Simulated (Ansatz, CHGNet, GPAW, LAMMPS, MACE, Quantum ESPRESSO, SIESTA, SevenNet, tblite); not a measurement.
**Running liquid ethanol at 300 K (108 atoms) with GPAW**

How do the settings of GPAW change the result for liquid ethanol at 300 K (108 atoms)? A plane-wave run serves as the yardstick.

Method: the method is named at each step, in GPAW 26.7.0.

## (1) The structure

The cell holds 108 atoms: 24 C, 12 O and 72 H. Cell: a = 10.513 Å, b = 10.513 Å, c = 10.513 Å, α = 90.0°, β = 90.0°, γ = 90.0°. 12 ethanol placed at random, at 0.79 g/cm³; overlaps pushed apart, then 10 ps at 450 K with MMFF94 bonds, angles, torsions, charges and radii (Halgren, J. Comput. Chem. 17, 490 (1996)) in harmonic and 12-6 forms. Snapshot after 20 ps at 300 K and fixed volume.

The yardstick, on the same geometry:

* method: Kohn-Sham DFT, PBE, PAW, plane waves (Ansatz 0.2.0); cutoff 420 eV, Γ point, fermi-dirac smearing of 0.05 eV; PAW set soft_2
* r.m.s. force component: 0.8078 eV/Å
* longest force: 3.64 eV/Å
* pressure: 2.451 GPa
* gap (highest filled to lowest empty level): 4.514 eV
* SCF cycles: 9
* time: 8.5 s on 4 threads of Arm Neoverse V2, shared host
* CPU time: 31 s

## (2) PBE, LCAO dzp, h 0.18 Å

Method: Kohn-Sham DFT, PBE, PAW, atomic orbitals (dzp).

The input, run.py:

```python
import numpy as np
from ase.io import read
from gpaw import GPAW, FermiDirac
from ase.parallel import parprint as print

atoms = read("structure.xyz")
atoms.calc = GPAW(
    mode="lcao",
    basis="dzp",
    h=0.18,
    xc="PBE",
    kpts={"size": (1, 1, 1), "gamma": True},
    occupations=FermiDirac(0.05),
    maxiter=200,
    symmetry={"point_group": False},
    txt="gpaw.txt",
)
energy = atoms.get_potential_energy(force_consistent=True)
forces = atoms.get_forces()
print(f"energy {energy:.6f} eV")
print("forces (eV/A)")
for i, (a, f) in enumerate(zip(atoms, forces)):
    print(f"{i:4d} {a.symbol:2s} {f[0]:10.5f} {f[1]:10.5f} {f[2]:10.5f}")
print(f"Fermi level {atoms.calc.get_fermi_level():.4f} eV")
for k in range(len(atoms.calc.get_ibz_k_points())):
    for s in range(atoms.calc.get_number_of_spins()):
        e = atoms.calc.get_eigenvalues(kpt=k, spin=s)
        n = np.searchsorted(e, atoms.calc.get_fermi_level())
        print(f"k {k} spin {s} levels about the Fermi level:", np.round(e[max(n - 6, 0):n], 4).tolist(), "|", np.round(e[n:n + 6], 4).tolist())
```

The input, structure.xyz:

```xyz
108
Lattice="10.51326 0.00000 0.00000 0.00000 10.51326 0.00000 0.00000 0.00000 10.51326" Properties=species:S:1:pos:R:3 pbc="T T T"
C 2.89577 3.06567 0.56856
C 3.19035 3.60153 9.74874
O 3.66660 4.95111 9.87616
H 3.74104 3.06766 1.30322
H 2.42982 2.00561 0.47478
H 2.13735 3.71770 0.84222
H 2.29610 3.74377 9.25735
H 3.81589 2.97347 9.03404
H 3.11603 5.34473 0.06476
C 10.09000 6.42181 8.74535
C 9.45668 5.20680 8.12664
O 9.23506 4.25913 9.11573
H 0.51010 6.13859 9.26134
H 9.48296 6.83351 9.56906
H 10.26189 7.23018 8.02435
H 10.10724 4.77207 7.35171
H 8.52552 5.35356 7.69592
H 9.65769 3.42175 8.80832
C 2.63599 8.72233 0.67905
C 1.80387 7.64240 1.42066
O 2.41679 6.36641 1.27063
H 2.78843 8.53004 10.14004
H 3.62802 8.84670 1.06983
H 2.11853 9.69028 0.62596
H 0.86566 7.59877 0.94745
H 1.61673 7.89914 2.42562
H 2.27549 6.00370 2.17877
C 7.78770 0.49759 2.21977
C 8.15861 1.86747 1.88124
O 7.12810 2.85025 2.10728
H 7.22576 0.46532 3.13001
H 8.65105 10.31992 2.34088
H 7.13482 0.03722 1.48584
H 8.56147 1.99090 0.89152
H 9.03920 2.15196 2.43729
H 7.26140 3.62792 1.53515
C 3.33891 7.48597 7.07963
C 3.29654 6.16193 6.33855
O 2.00099 5.67884 6.51097
H 4.30055 7.91922 7.12736
H 2.95107 7.40954 8.09689
H 2.67668 8.22410 6.58246
H 3.90820 5.39993 6.73564
H 3.32093 6.24351 5.28901
H 2.00730 5.18567 7.39534
C 4.70164 0.33422 3.79981
C 3.25753 0.29364 4.23590
O 2.32553 0.24107 3.17511
H 5.08243 9.89697 3.45434
H 5.42295 0.75864 4.56633
H 4.86165 1.00191 2.93351
H 3.07471 1.19494 4.89781
H 3.00890 10.01136 4.98097
H 2.61969 10.06718 2.52465
C 0.47825 3.46023 4.59671
C 0.32013 4.62562 3.64074
[... 48 atom lines left out ...]
H 5.31992 7.16952 0.13152
H 6.40983 4.84977 9.60681
H 5.80269 4.91337 0.72563
H 8.39831 4.91306 10.44892
```

Run with:

```
OMP_NUM_THREADS=1 mpirun -np 2 gpaw python run.py > output.txt
```

The log of the run:

```text
energy -544.553154 eV
forces (eV/A)
   0 C     0.93544   -3.71872    0.12233
   1 C     2.83762    0.41171   -0.61667
   2 O     1.48130   -0.32563   -1.24529
   3 H    -0.14128   -0.02541   -0.27640
   4 H     0.61026    1.12489    0.40971
   5 H    -2.22654    1.53554    1.76069
   6 H    -3.36458   -0.32267   -1.83424
   7 H     0.18162    0.55384    0.68253
   8 H    -0.49785    0.79397    0.70805
   9 C     0.05438    0.40752    0.34173
  10 C     2.23635    0.21202    0.30509
  11 O     0.13164   -1.36497    1.41551
  12 H     0.52545   -0.10776   -0.12718
  13 H    -0.54916    0.11814    0.16966
  14 H     0.27193    0.29432   -0.33918
  15 H     0.36797    0.00199   -0.52963
  16 H    -2.64025    1.18600   -1.59985
  17 H    -0.36158   -0.69213    0.38846
  18 C    -1.21372   -0.25011    0.52430
  19 C     2.20638    0.65901   -2.63780
  20 O     0.29968    0.03589    0.52259
  21 H     0.03615   -0.82449   -1.12834
  22 H     1.26777    0.20293    0.83635
  23 H    -0.27411    0.47501    0.46430
[...]
100 C     0.04273    0.19865    0.87825
 101 O     0.15627   -0.58703    0.80377
 102 H    -0.21707    0.82251   -0.13483
 103 H    -0.31997   -1.04040   -1.04662
 104 H    -0.20193    0.35646   -0.49956
 105 H     0.14936    0.82036    0.17404
 106 H    -0.82186   -0.27427    0.48737
 107 H     0.97561   -0.62836   -0.63011
Fermi level -0.7875 eV
k 0 spin 0 levels about the Fermi level: [-2.5032, -2.3477, -2.3149, -2.2527, -2.0764, -1.9918] | [2.831, 3.4169, 3.6935, 3.9321, 3.9713, 4.0422]
```

gpaw.txt:

```text
Input parameters:
  mode=LCAO(),
  basis={'default': 'dzp'},
  h=0.18,
  kpts=MonkhorstPack(size=(1, 1, 1), gamma=True),
  maxiter=200,
  occupations=Occupations(name='fermi-dirac', width=0.05, fixmagmom=False),
  symmetry=Symmetry(point_group=False),
  xc=XC(name='PBE')
Unit cell  # Å
| periodic |         x |         y |         z |   lengths |    angles |
|----------|-----------|-----------|-----------|-----------|-----------|
|      yes | 10.513260 |  0.000000 |  0.000000 | 10.513260 | 90.000000 |
|      yes |  0.000000 | 10.513260 |  0.000000 | 10.513260 | 90.000000 |
|      yes |  0.000000 |  0.000000 | 10.513260 | 10.513260 | 90.000000 |
Number of symmetries: 1
Symmetry operations  # r_c * U_cc + t_c -> r_c
|   | kind |            matrix            |
|---|------|------------------------------|
| 0 |  E   |  1, 0, 0,  0, 1, 0,  0, 0, 1 |
BZ-sampling:
  Number of BZ points: 1
  Number of IBZ points: 1
  Monkhorst-Pack size: [1, 1, 1]
  Monkhorst-Pack shift: [0, 0, 0]
[... lines left out ...]
      Number of spherical harmonics: 5
        l=0, rc=6.4219 Bohr: 1s-sz confined orbital
        l=0, rc=3.6094 Bohr: 1s-dz split-valence wave
        l=1, rc=6.4219 Bohr: p-type Gaussian polarization
      Number of RI-basis functions 0
Reference energy: -50052.594067  # eV
eigensolver:
density mixing:
  MSR1-Mixer
occupation numbers:
  Fermi-Dirac:
    width: 0.0500  # eV
FastPoissonSolver using
    Stencil: 6*3+1=19 point O(h^6) finite-difference Laplacian
xc functional:
  name: PBE with 2 nearest neighbor stencil
interpolation: tri-quintic # 5. degree polynomial
Initialization done in: 3.643 s
convergence criteria:
- Maximum [total energy] change in last 3 cyles: 0.0005 eV / valence electron
- Maximum integral of absolute [dens]ity change: 0.0001 electrons / valence electron
- Maximum integral of absolute [eigenst]ate change: 4e-08 eV^2 / valence electron
maximum number of iterations: 200
SCF iterations
|iter     |      energy | eigst |  dens |
|---------|-------------|-------|-------|
|iter:   1| -568.609742 |      c|       |
|iter:   2| -564.214523 |      c| -0.73 |
|iter:   3| -544.832249 |      c| -0.76 |
|iter:   4| -544.572734 |      c| -1.43 |
|iter:   5| -544.552859 |      c| -1.99 |
|iter:   6| -544.553182c|      c| -2.71 |
|iter:   7| -544.553141c|      c| -3.18 |
|iter:   8| -544.553154c|      c| -3.59 |
|iter:   9| -544.553154c|      c| -4.25c|
Converged in 9 steps
SCF loop duration: 22.784 s (2.532 s/step)
Energy contributions relative to reference atoms: (reference = -50052.594067)
Energy contributions:
  Kinetic:         492.630029
  Coulomb:        -530.981623
  Zero:              3.395594
  External:          0.000000
  Xc:             -509.597153
  Entropy:          -0.000000
  Spinorbit:         0.000000
  ----------------------------
  Free energy:    -544.553154
  Extrapolated:   -544.553154
dipole moment: (-0.848888, -53.462420, -42.743677)  # |e|*Ang
Fermi level: -0.788
Eigenvalues  # (at kpt = [0.000, 0.000, 0.000])
| band index |      eig [eV] | occ [0-2] |
|------------|---------------|-----------|
|          0 |       -22.749 |     2.000 |
|        ... |               |           |
|        112 |        -2.718 |     2.000 |
|        113 |        -2.675 |     2.000 |
[...]
|        127 |         4.392 |     0.000 |
|        ... |               |           |
|        147 |         6.444 |     0.000 |
Gap: 4.823 eV
Transition (v -> c):
  (s=0, k=0, n=119, [0.00, 0.00, 0.00]) -> (s=0, k=0, n=120, [0.00, 0.00, 0.00])
No difference between direct/indirect transitions
Force computation time: 4.754  # s
```

It took 33 s on 2 MPI ranks of Arm Neoverse V2, shared host; peak memory 1.2 GiB.

Banners and routine set-up lines are dropped from the logs; longer cuts are marked.

Compared with the plane-wave run:

* r.m.s. force component: 0.9307 eV/Å
* r.m.s. difference of force components: 330.1 meV/Å
* longest difference of force vectors: 857.3 meV/Å
* force difference over r.m.s. force: 40.86 %
* slope of forces against the reference's: 1.08
* correlation of force components: 0.9376
* gap (highest filled to lowest empty level): 4.823 eV
* gap difference: 0.3092 eV

This run lies far from the reference at the same functional.

Length of the force difference by element (eV/Å):

| element | atoms | mean | most |
| --- | --- | --- | --- |
| C | 24 | 0.38 | 0.61 |
| H | 72 | 0.58 | 0.78 |
| O | 12 | 0.75 | 0.86 |

Levels nearest the highest filled one (eV from it): -0.51, -0.36, -0.32, -0.26, -0.08, 0.00, 4.82, 5.41, 5.69, 5.92, 5.96, 6.03.

Local excerpt of 9 atoms (numbers count through the whole input) about H7, which bears the longest force; x, y, z are measured from there.

| atom | x | y | z | distance (Å) | bonds | Fx | Fy | Fz (eV/Å) |
| --- | --- | --- | --- | --- | --- | --- | --- | --- |
| H7 | 0.00 | 0.00 | 0.00 | 0.00 | 1 | -3.36 | -0.32 | -1.83 |
| C2 | 0.89 | -0.14 | 0.49 | 1.03 | 4 | 2.84 | 0.41 | -0.62 |
| H8 | 1.52 | -0.77 | -0.22 | 1.72 | 1 | 0.18 | 0.55 | 0.68 |
| O3 | 1.37 | 1.21 | 0.62 | 1.93 | 2 | 1.48 | -0.33 | -1.25 |
| C1 | 0.60 | -0.68 | 1.82 | 2.04 | 4 | 0.94 | -3.72 | 0.12 |
| H6 | -0.16 | -0.03 | 2.10 | 2.10 | 1 | -2.23 | 1.54 | 1.76 |
| H9 | 0.82 | 1.60 | 1.32 | 2.23 | 1 | -0.50 | 0.79 | 0.71 |
| H45 | -0.29 | 1.44 | -1.86 | 2.37 | 1 | -0.28 | 0.64 | -0.95 |
| H5 | 0.13 | -1.74 | 1.73 | 2.46 | 1 | 0.61 | 1.12 | 0.41 |

Atoms are counted from 1 here, from 0 in the log.

Forces lie 41 % from the reference's, at 2.1 times its CPU time (on 2 against 4 cores).

## (3) PBE, LCAO sz(dzp), h 0.18 Å

Method: Kohn-Sham DFT, PBE, PAW, atomic orbitals (sz(dzp)).

Edit run.py of step 2 so:

```diff
@@ -3,3 +3,2 @@
 from gpaw import GPAW, FermiDirac
-from ase.parallel import parprint as print
 
@@ -8,3 +7,3 @@
     mode="lcao",
-    basis="dzp",
+    basis="sz(dzp)",
     h=0.18,
```

structure.xyz is that of step 2.

Run with:

```
OMP_NUM_THREADS=1 python run.py > output.txt
```

The log of the run:

```text
energy -444.957902 eV
forces (eV/A)
   0 C     1.61241   -4.93055   -0.22991
   1 C     4.67952    0.40643   -0.08005
   2 O     5.08559    0.46322   -4.02213
   3 H     1.68647   -0.00934    1.32605
   4 H    -0.28992   -0.76783    0.29467
   5 H    -4.64252    3.48497    2.75178
[...]
105 H    -0.50142   -0.30174   -2.17543
 106 H    -3.23397   -1.42421    1.95686
 107 H     4.13048   -1.67126   -4.37306
Fermi level -0.0096 eV
k 0 spin 0 levels about the Fermi level: [-2.271, -2.0899, -1.9331, -1.9232, -1.2586, -1.2368] | [4.121, 4.7237, 5.3102, 5.4151, 5.6154, 5.6473]
```

gpaw.txt:

```text
Input parameters:
  mode=LCAO(),
  basis={'default': 'sz(dzp)'},
  h=0.18,
  kpts=MonkhorstPack(size=(1, 1, 1), gamma=True),
  maxiter=200,
  occupations=Occupations(name='fermi-dirac', width=0.05, fixmagmom=False),
[... lines left out ...]
  Fermi-Dirac:
[... lines left out ...]
convergence criteria:
- Maximum [total energy] change in last 3 cyles: 0.0005 eV / valence electron
[... lines left out ...]
Converged in 8 steps
[... lines left out ...]
  Free energy:    -444.957902
[... lines left out ...]
Fermi level: -0.010
[... lines left out ...]
|        ... |               |           |
|        147 |         8.039 |     0.000 |
Gap: 5.358 eV
Transition (v -> c):
  (s=0, k=0, n=119, [0.00, 0.00, 0.00]) -> (s=0, k=0, n=120, [0.00, 0.00, 0.00])
No difference between direct/indirect transitions
Force computation time: 2.128  # s
timing:  # [seconds]
  Total:  20.390  # ━━━━━━━━━━━━━━━━━━━━━━━━━━━━━━━━━━━━━━━━━━━━━━━━━━━━━━━━━
  Init:    5.374  # ━━━━━━━━━━━━━━━
  SCF:    12.859  # ━━━━━━━━━━━━━━━━━━━━━━━━━━━━━━━━━━━━
  Forces:  2.128  # ━━━━━━
```

Elapsed: 22 s, on 1 thread; peak memory 0.83 GiB.

Compared with the plane-wave run:

| Quantity | Value |
| --- | --- |
| r.m.s. force component | 2.391 eV/Å |
| r.m.s. difference of force components | 2114 meV/Å |
| longest difference of force vectors | 6054 meV/Å |
| force difference over r.m.s. force | 261.7 % |
| slope of forces against the reference's | 1.455 |
| correlation of force components | 0.4917 |
| gap (highest filled to lowest empty level) | 5.358 eV |
| gap difference | 0.8442 eV |

This is a coarse setting, run to see what it loses.

Against the first run (41 %), the force difference from the reference is 262 %, at 0.33 times the CPU time (on 1 against 2 cores), with 216 basis functions against 828: the smaller basis costs accuracy.

## (4) LDA, LCAO dzp, h 0.18 Å

Method: Kohn-Sham DFT, LDA, PAW, atomic orbitals (dzp).

Edit run.py of step 3 so:

```diff
@@ -3,2 +3,3 @@
 from gpaw import GPAW, FermiDirac
+from ase.parallel import parprint as print
 
@@ -7,5 +8,5 @@
     mode="lcao",
-    basis="sz(dzp)",
+    basis="dzp",
     h=0.18,
-    xc="PBE",
+    xc="LDA",
     kpts={"size": (1, 1, 1), "gamma": True},
```

structure.xyz is that of step 3.

Run with:

```
OMP_NUM_THREADS=1 mpirun -np 2 gpaw python run.py > output.txt
```

The log of the run:

```text
energy -578.024944 eV
forces (eV/A)
   0 C     1.11656   -3.47600   -0.37431
   1 C     3.02377    0.76145   -0.04346
   2 O     1.37443   -0.94428   -1.34303
   3 H    -0.05193   -0.01551   -0.23710
   4 H     0.53974    1.02496    0.36992
   5 H    -2.29675    1.67238    1.74630
   6 H    -3.44502   -0.26066   -1.87207
   7 H     0.26111    0.47282    0.61883
   8 H    -0.68192    0.98669    0.98972
   9 C    -0.20486   -0.08167    0.07459
  10 C     2.36553    0.22330    1.04992
  11 O     0.01236   -0.66632    1.13636
  12 H     0.63472   -0.15820   -0.05613
  13 H    -0.63374    0.11948    0.26633
  14 H     0.26054    0.40506   -0.46180
  15 H     0.47070   -0.06245   -0.63169
  16 H    -2.79243    1.18154   -1.67147
  17 H    -0.31542   -1.01934    0.34011
  18 C    -1.51144   -0.64012    0.89446
  19 C     2.78497    0.39532   -2.95343
  20 O     0.11933    0.51333    0.26687
  21 H     0.04314   -0.83293   -1.25226
  22 H     1.35813    0.19758    0.86955
  23 H    -0.35148    0.61428    0.42612
[...]
100 C     0.55625    0.60577    1.11053
 101 O    -0.53873   -0.53533    0.74587
 102 H    -0.14243    0.78858   -0.20265
 103 H    -0.29540   -1.04941   -0.99070
 104 H    -0.34410    0.33773   -0.48722
 105 H     0.13797    0.72963    0.08628
 106 H    -0.93547   -0.34688    0.54343
 107 H     1.20815   -0.73297   -0.93382
Fermi level -0.9720 eV
k 0 spin 0 levels about the Fermi level: [-2.6592, -2.5208, -2.4572, -2.4151, -2.25, -2.1689] | [2.3804, 2.9925, 3.264, 3.4917, 3.5523, 3.6438]
```

gpaw.txt:

```text
Input parameters:
  mode=LCAO(),
  basis={'default': 'dzp'},
  h=0.18,
  kpts=MonkhorstPack(size=(1, 1, 1), gamma=True),
  maxiter=200,
  occupations=Occupations(name='fermi-dirac', width=0.05, fixmagmom=False),
  symmetry=Symmetry(point_group=False),
  xc=XC(name='LDA')
Unit cell  # Å
| periodic |         x |         y |         z |   lengths |    angles |
[... lines left out ...]
  Fermi-Dirac:
[... lines left out ...]
convergence criteria:
- Maximum [total energy] change in last 3 cyles: 0.0005 eV / valence electron
[... lines left out ...]
Converged in 9 steps
[... lines left out ...]
  Coulomb:        -541.307545
  Zero:              3.329621
  External:          0.000000
  Xc:             -547.453685
  Entropy:          -0.000000
  Spinorbit:         0.000000
  ----------------------------
  Free energy:    -578.024944
  Extrapolated:   -578.024944
dipole moment: (-0.641674, -53.200543, -42.721781)  # |e|*Ang
Fermi level: -0.972
Eigenvalues  # (at kpt = [0.000, 0.000, 0.000])
| band index |      eig [eV] | occ [0-2] |
|------------|---------------|-----------|
|          0 |       -22.734 |     2.000 |
|        ... |               |           |
|        112 |        -2.896 |     2.000 |
|        113 |        -2.851 |     2.000 |
[...]
|        127 |         3.977 |     0.000 |
|        ... |               |           |
|        147 |         6.077 |     0.000 |
Gap: 4.549 eV
Transition (v -> c):
  (s=0, k=0, n=119, [0.00, 0.00, 0.00]) -> (s=0, k=0, n=120, [0.00, 0.00, 0.00])
No difference between direct/indirect transitions
Force computation time: 5.188  # s
```

Elapsed: 30 s, on 2 MPI ranks; peak memory 1.2 GiB; 59 s of CPU time.

Against the reference:

```yaml
r_m_s_force_component: 0.9717 eV/Å
r_m_s_difference_of_force_components: 488.7 meV/Å
longest_difference_of_force_vectors: 1305 meV/Å
force_difference_over_r_m_s_force: 60.49 %
slope_of_forces_against_the_reference_s: 1.041
correlation_of_force_components: 0.865
spacing_of_highest_filled_and_lowest_empty_level: 4.549 eV
gap_difference: 0.0357 eV
```

Against the first run (41 %), the force difference from the reference is 60 %, at 0.90 times the CPU time; the model has changed, so this is no error of the program alone.

(Continued in part 2 of 2.)

[Long decimals in the printed logs are rounded to 6 places.]

[Also dropped from logs without a mark: lines with file paths, logging warnings of Python, QE's lines on negative density and diagonalisation, SIESTA's first energy breakdown, zero terms and Voronoi charges.]

[Logs are printed without paths, hosts, clocks, repeated set-up lines and the standing remarks that a program may print on its own settings, such as how far it seeks lower states.]

[Hosts, paths, dates, database ids (printed as entryN), source tags and the programs' standing remarks are cut or masked in the printed files.]

[Most failed runs of this program on this cell are left out, timed-out ones always.]

[The MMFF94 radii named for the starting cell were scaled by 0.96; in molecules described by MMFF94, hydrogen bound to N, O or S took a small fixed 12-6 site in their place.]
